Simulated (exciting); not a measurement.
# CdS (Greenockite): the S K edge from the Bethe–Salpeter equation

How far do the exchange and direct terms reshape the S K edge of CdS (Greenockite)?

Program: exciting sodium. Level of theory: X-ray absorption, core-level Bethe-Salpeter equation, exchange and statically screened direct term, Tamm-Dancoff, all-electron LAPW+lo PBE. Results are calculated unless marked as measured.

Report form: the programs' logs are mostly left out.

The database entry behind the starting cell differs from later determinations by our own check (about 0.35 % long), so it need not match the best structure at ambient conditions.

### Step 1. The structure

The structure is hexagonal, space group P6_3mc (No. 186). Conventional cell: a = 4.150 Å, b = 4.150 Å, c = 6.737 Å, α = 90.00°, β = 90.00°, γ = 120.00°. Cd has 4 S at 2.53 to 2.54 Å nearest. Nearest to S lie 4 Cd at 2.53 to 2.54 Å. Farther neighbours and most contacts between anions are not listed.

Structure file:

```cif
data_structure
_symmetry_space_group_name_H-M 'P6_3mc'
_symmetry_Int_Tables_number 186
_cell_length_a 4.1500
_cell_length_b 4.1500
_cell_length_c 6.7370
_cell_angle_alpha 90.000
_cell_angle_beta 90.000
_cell_angle_gamma 120.000
_cell_volume 100.48
loop_
_atom_site_label
_atom_site_type_symbol
_atom_site_symmetry_multiplicity
_atom_site_Wyckoff_symbol
_atom_site_fract_x
_atom_site_fract_y
_atom_site_fract_z
_atom_site_occupancy
Cd1 Cd 2 b 0.66667 0.33333 0.50000 1
S1 S 2 b 0.66667 0.33333 0.87500 1
```

Differences between curves are given as r.m.s. difference over r.m.s. height.

### Step 2. The self-consistent potential

The species files are the program's own, with muffin-tin radii set in the input.

Input file input.xml:

```
<input>
  <title>CdS</title>
  <structure speciespath="." autormt="false" epslat="1.0e-5">
    <crystal>
      <basevect>7.8423634158 0.0000000000 0.0000000000</basevect>
      <basevect>-3.9211817079 6.7916859437 0.0000000000</basevect>
      <basevect>0.0000000000 0.0000000000 12.7310848993</basevect>
    </crystal>
    <species speciesfile="Cd.xml" rmt="2.300">
      <atom coord="0.6666666667 0.3333333333 0.5000000000"/>
      <atom coord="0.3333333333 0.6666666667 0.0000000000"/>
    </species>
    <species speciesfile="S.xml" rmt="2.300">
      <atom coord="0.6666666667 0.3333333333 0.8750000000"/>
      <atom coord="0.3333333333 0.6666666667 0.3750000000"/>
    </species>
  </structure>
  <groundstate do="fromscratch" xctype="GGA_PBE" ngridk="4 4 2" rgkmax="7" gmaxvr="14" nempty="8" swidth="0.001" maxscl="100" epsengy="1e-5"/>
</input>
```

Run with:

```
OMP_NUM_THREADS=1 mpirun -n 4 exciting
```

The job ended after 40 s (4 MPI ranks of Intel Xeon at 2.70GHz, shared host).

The mesh shows a gap of 1.16 eV. Core levels (Dirac, from the valence top):

```tsv
atom	level	energy (eV)
S	1s1/2	-2398.5
S	2s1/2	-204.5
S	2p1/2	-150.2
S	2p3/2	-148.9
```

### Step 3. A richer basis for the empty states

Each species file gets more local orbitals, built from u and its energy derivative at 0.15 Ha and u at 0.9 Ha.

input.xml is that of step 2.

Input file SPECIES.xml, added lines:

```
<lo l="L">  <!-- L = 0, 1, 2 -->
  <wf matchingOrder="0" trialEnergy="0.1500" searchE="false"/>
  <wf matchingOrder="1" trialEnergy="0.1500" searchE="false"/>
  <wf matchingOrder="0" trialEnergy="0.9000" searchE="false"/>
</lo>
```

Run with:

```
OMP_NUM_THREADS=1 mpirun -n 4 exciting
```

It took 48 s on 4 MPI ranks.

Against the first ground state the total energy moves by -9 meV an atom and the gap by -0.01 eV.

### Step 4. Screening, kernels and BSE for S atom 3

The absorber has 4 Cd at 2.53 Å (tetrahedral, site symmetry 3m).

input.xml: that of step 3 with these lines changed.

```diff
@@ -17,3 +17,20 @@
   </structure>
-  <groundstate do="fromscratch" xctype="GGA_PBE" ngridk="4 4 2" rgkmax="7" gmaxvr="14" nempty="8" swidth="0.001" maxscl="100" epsengy="1e-5"/>
+  <groundstate do="skip" xctype="GGA_PBE" ngridk="4 4 2" rgkmax="7" gmaxvr="14" nempty="8" swidth="0.001" maxscl="100" epsengy="1e-5"/>
+  <xs xstype="BSE" ngridk="4 4 2" ngridq="4 4 2" vkloff="0.097 0.273 0.493" rgkmax="7" nempty="39" gqmax="3" lmaxapwwf="5" lmaxemat="2" broad="0.01654" tevout="true">
+    <energywindow intv="87.739 89.356" points="439"/>
+    <screening screentype="full" nempty="65"/>
+    <BSE xas="true" xasspecies="2" xasatom="1" xasedge="K" bsetype="singlet" nstlxas="1 35"/>
+    <qpointset>
+      <qpoint>0 0 0</qpoint>
+    </qpointset>
+    <plan>
+      <doonly task="xsgeneigvec"/>
+      <doonly task="writepmatxs"/>
+      <doonly task="scrgeneigvec"/>
+      <doonly task="scrwritepmat"/>
+      <doonly task="screen"/>
+      <doonly task="scrcoulint"/>
+      <doonly task="exccoulint"/>
+    </plan>
+  </xs>
 </input>
```

Input file input.xml for the last start (plan only):

```
  <plan>
    <doonly task="bse"/>
  </plan>
```

Run with:

```
OMP_NUM_THREADS=1 mpirun -n 4 exciting
OMP_NUM_THREADS=4 exciting
```

It took 19 min on 4 MPI ranks.

Wall time by task: xsgeneigvec 7.9 s, writepmatxs 12 s, scrgeneigvec 6 s, scrwritepmat 7.6 s, screen 2.7 min, scrcoulint 5.2 min, exccoulint 10 min, bse 19 s.

The S K spectrum of S atom 3 (energy from the Kohn–Sham onset, core level to the lowest empty state found on the meshes used, 2399.51 eV; the ground-state mesh sets it, and the shifted mesh has its lowest transition 1.12 eV above it; Im ε scaled to the maximum of the singlet run; cut below the end of the band set):

```tsv
E (eV)	isotropic	ε ⊥ c	ε ∥ c
-3.5	0.02	0.02	0.02
-3.0	0.02	0.02	0.02
-2.5	0.03	0.03	0.03
-2.0	0.04	0.04	0.04
-1.5	0.05	0.05	0.05
-1.0	0.07	0.07	0.07
-0.5	0.10	0.10	0.11
0.0	0.18	0.17	0.21
0.5	0.40	0.36	0.49
1.0	0.80	0.83	0.75
1.5	0.96	1.03	0.84
2.0	0.82	0.80	0.84
2.5	0.69	0.68	0.70
3.0	0.67	0.67	0.68
3.5	0.79	0.78	0.81
4.0	0.59	0.59	0.59
4.5	0.45	0.44	0.47
5.0	0.51	0.50	0.53
5.5	0.52	0.51	0.53
6.0	0.43	0.42	0.44
6.5	0.32	0.34	0.28
7.0	0.26	0.28	0.20
7.5	0.26	0.28	0.21
8.0	0.26	0.28	0.22
8.5	0.23	0.24	0.22
9.0	0.18	0.17	0.22
9.5	0.17	0.13	0.23
10.0	0.20	0.16	0.28
10.5	0.22	0.20	0.26
11.0	0.22	0.22	0.23
11.5	0.26	0.27	0.24
12.0	0.31	0.32	0.30
12.5	0.36	0.36	0.35
13.0	0.36	0.38	0.31
13.5	0.30	0.31	0.28
14.0	0.27	0.27	0.27
14.5	0.25	0.26	0.22
15.0	0.21	0.22	0.21
15.5	0.20	0.21	0.19
16.0	0.20	0.21	0.19
16.5	0.19	0.19	0.20
17.0	0.18	0.16	0.22
17.5	0.18	0.16	0.22
18.0	0.16	0.15	0.18
18.5	0.16	0.15	0.17
19.0	0.14	0.15	0.13
19.5	0.14	0.15	0.12
20.0	0.13	0.15	0.11
```

Maxima (height): 1.3 eV (1.00), 3.6 eV (0.80), 5.2 eV (0.52) and 12.7 eV (0.36).

The Hamiltonian has 2240 rows. The lowest groups of eigenvalues and the brightest ones, on the scale above (the program counts from the shifted mesh's onset, 1.12 eV higher). Core spinors bring spin-forbidden partners, so dark means forbidden by spin or by symmetry, and the shifted mesh splits states that symmetry would keep together:

```tsv
energy (eV)	states within 10 meV	relative strength
0.381	2	0.049
0.677	2	0.47
0.926	2	0.43
1.171	2	0.53
1.211	2	0.78
1.283	2	1.00
3.569	2	0.77
3.627	2	0.46
3.645	2	0.55
```

### Step 5. Independent particles

input.xml: that of step 4 with these lines changed.

```diff
@@ -21,3 +21,3 @@
     <screening screentype="full" nempty="65"/>
-    <BSE xas="true" xasspecies="2" xasatom="1" xasedge="K" bsetype="singlet" nstlxas="1 35"/>
+    <BSE xas="true" xasspecies="2" xasatom="1" xasedge="K" bsetype="IP" nstlxas="1 35"/>
     <qpointset>
@@ -26,9 +26,3 @@
     <plan>
-      <doonly task="xsgeneigvec"/>
-      <doonly task="writepmatxs"/>
-      <doonly task="scrgeneigvec"/>
-      <doonly task="scrwritepmat"/>
-      <doonly task="screen"/>
-      <doonly task="scrcoulint"/>
-      <doonly task="exccoulint"/>
+      <doonly task="bse"/>
     </plan>
```

Run with:

```
OMP_NUM_THREADS=4 exciting
```

Run time: 3 s. Hardware: 4 threads.

Maxima (height): 4.4 eV (0.65), 6.6 eV (0.63), 10.9 eV (0.24) and 13.9 eV (0.41). Against the singlet run the r.m.s. difference is 59 %. Moving the earlier curve by +2.7 eV leaves 33 %. The highest maximum lies at 4.4 eV (0.65), against 1.3 eV (1.00).

### Step 6. Exchange alone

input.xml: that of step 5 with these lines changed.

```diff
@@ -21,3 +21,3 @@
     <screening screentype="full" nempty="65"/>
-    <BSE xas="true" xasspecies="2" xasatom="1" xasedge="K" bsetype="IP" nstlxas="1 35"/>
+    <BSE xas="true" xasspecies="2" xasatom="1" xasedge="K" bsetype="RPA" nstlxas="1 35"/>
     <qpointset>
```

Run with:

```
OMP_NUM_THREADS=4 exciting
```

Run time: 20 s. Hardware: 4 threads.

Maxima (height): 4.4 eV (0.65), 6.6 eV (0.63), 10.9 eV (0.24) and 13.9 eV (0.41). The spectrum is that of the independent-particle run within 1 %.

### Step 7. Broadening

Changed against the first singlet run: half width (eV) from 0.45 to 1.35.

input.xml: that of step 6 with these lines changed.

```diff
@@ -18,6 +18,6 @@
   <groundstate do="skip" xctype="GGA_PBE" ngridk="4 4 2" rgkmax="7" gmaxvr="14" nempty="8" swidth="0.001" maxscl="100" epsengy="1e-5"/>
-  <xs xstype="BSE" ngridk="4 4 2" ngridq="4 4 2" vkloff="0.097 0.273 0.493" rgkmax="7" nempty="39" gqmax="3" lmaxapwwf="5" lmaxemat="2" broad="0.01654" tevout="true">
+  <xs xstype="BSE" ngridk="4 4 2" ngridq="4 4 2" vkloff="0.097 0.273 0.493" rgkmax="7" nempty="39" gqmax="3" lmaxapwwf="5" lmaxemat="2" broad="0.04961" tevout="true">
     <energywindow intv="87.739 89.356" points="439"/>
     <screening screentype="full" nempty="65"/>
-    <BSE xas="true" xasspecies="2" xasatom="1" xasedge="K" bsetype="RPA" nstlxas="1 35"/>
+    <BSE xas="true" xasspecies="2" xasatom="1" xasedge="K" bsetype="singlet" nstlxas="1 35"/>
     <qpointset>
```

Run with:

```
OMP_NUM_THREADS=4 exciting
```

Wall time 20 s (4 threads).

Against the singlet run the r.m.s. difference is 25 %. The highest maximum lies at 1.9 eV (0.61), against 1.3 eV (1.00). Only the width of each line changes; the area stays. A table step wider than the lines misses their tops.

```tsv
E (eV)	first run	this run
-9.0	0.01	0.02
-8.0	0.01	0.02
-7.0	0.01	0.02
-6.0	0.01	0.03
-5.0	0.01	0.04
-4.0	0.02	0.05
-3.0	0.02	0.07
-2.0	0.04	0.10
-1.0	0.07	0.16
0.0	0.18	0.30
1.0	0.80	0.52
2.0	0.82	0.61
3.0	0.67	0.58
4.0	0.59	0.53
5.0	0.51	0.45
6.0	0.43	0.39
7.0	0.26	0.31
8.0	0.26	0.26
9.0	0.18	0.23
10.0	0.20	0.23
11.0	0.22	0.24
12.0	0.31	0.27
13.0	0.36	0.28
14.0	0.27	0.25
15.0	0.21	0.22
16.0	0.20	0.20
17.0	0.18	0.18
18.0	0.16	0.17
19.0	0.14	0.15
20.0	0.13	0.15
```

### Step 8. Ground state with other settings

In this try the input is made faulty on purpose, to show what that does.

Input file input.xml:

```
<input>
  <title>CdS</title>
  <structure speciespath="." autormt="false" epslat="1.0e-5">
    <crystal>
      <basevect>7.8423634158 0.0000000000 0.0000000000</basevect>
      <basevect>-3.9211817079 6.7916859437 0.0000000000</basevect>
      <basevect>0.0000000000 0.0000000000 12.7310848993</basevect>
    </crystal>
    <species speciesfile="Cd.xml" rmt="2.300">
      <atom coord="0.6666666667 0.3333333333 0.5000000000"/>
      <atom coord="0.3333333333 0.6666666667 0.0000000000"/>
    </species>
    <species speciesfile="S.xml" rmt="2.300">
      <atom coord="0.6666666667 0.3333333333 0.8750000000"/>
      <atom coord="0.3333333333 0.6666666667 0.3750000000"/>
    </species>
  </structure>
  <groundstate do="fromscratch" xctype="GGA_PBE" ngridk="4 4 2" rgkmax="7" gmaxvr="14" nempty="8" swidth="0.001" maxscl="3" epsengy="1e-5"/>
</input>
```

SPECIES.xml, added lines is that of step 3.

Run with:

```
OMP_NUM_THREADS=1 mpirun -n 4 exciting
```

The job ended after 10 s (4 MPI ranks).

The run stopped without converging, so none of its numbers is a property of the system.

The fault put into the input: the self-consistent loop is cut at three steps.

### Step 9. From independent particles to the full kernel

```tsv
level	curve passes 0.15 (eV)	highest maximum (eV)	its height
IP	1.4	4.4	0.65
RPA	1.4	4.4	0.65
singlet	-0.1	1.3	1.00
```

```tsv
E (eV)	IP	RPA	singlet
-3.0	0.01	0.01	0.02
-2.0	0.01	0.01	0.04
-1.0	0.02	0.02	0.07
0.0	0.04	0.04	0.18
1.0	0.10	0.10	0.80
2.0	0.27	0.27	0.82
3.0	0.43	0.43	0.67
4.0	0.50	0.49	0.59
5.0	0.49	0.49	0.51
6.0	0.55	0.55	0.43
7.0	0.56	0.56	0.26
8.0	0.36	0.36	0.26
9.0	0.33	0.34	0.18
10.0	0.19	0.19	0.20
11.0	0.24	0.24	0.22
12.0	0.24	0.24	0.31
13.0	0.35	0.35	0.36
14.0	0.41	0.41	0.27
15.0	0.38	0.38	0.21
16.0	0.31	0.31	0.20
17.0	0.30	0.30	0.18
18.0	0.28	0.28	0.16
19.0	0.24	0.24	0.14
20.0	0.19	0.19	0.13
```

### Step 10. What came out

| Quantity | Value |
| --- | --- |
| absorber and edge | S K, atom 3 |
| surroundings | 4 Cd at 2.53 Å (tetrahedral, site symmetry 3m) |
| first bright state | 0.68 eV from the Kohn–Sham onset, on this mesh |
| highest maximum | 1.3 eV |
| cost of the BSE run | 19 min on 4 MPI ranks of Intel Xeon at 2.70GHz, shared host; the last task ran on as many threads |

Is a core exciton bound? Undecided on this mesh: the first bright state (over 5 % of the brightest) lies at 0.68 eV from the Kohn–Sham onset and at -0.45 eV from the lowest bare transition of its own mesh; weaker or dark states reach down to 0.38 eV. Changing the half width (eV) from 0.45 to 1.35 alters the spectrum by 25 % r.m.s. Exchange alone changes the independent-particle spectrum by 0.1 % r.m.s. Binding energies aren't converged on 32 k points, and fine structure above the first lines is partly noise of the mesh. The kernel cutoff is low for a compact core orbital, so the effect of exchange is a lower bound. The zero comes from the unshifted 4×4×2 ground-state mesh; it is exact only where the band minimum lies on that mesh. The Kohn–Sham onset, 2400 eV, is no photon energy (tabulated edge of the element: 2472 eV): the scale needs a rigid shift. No quasiparticle correction widens the gap or stretches the bands. Vibrations and energy-dependent lifetimes are left out. The structure is a published determination, not relaxed.

[Logs are printed without paths, hosts, clocks, repeated set-up lines and the standing remarks that a program may print on its own settings, such as how far it seeks lower states.]

[Hosts, paths, dates, database ids (printed as entryN), source tags and the programs' standing remarks are cut or masked in the printed files.]
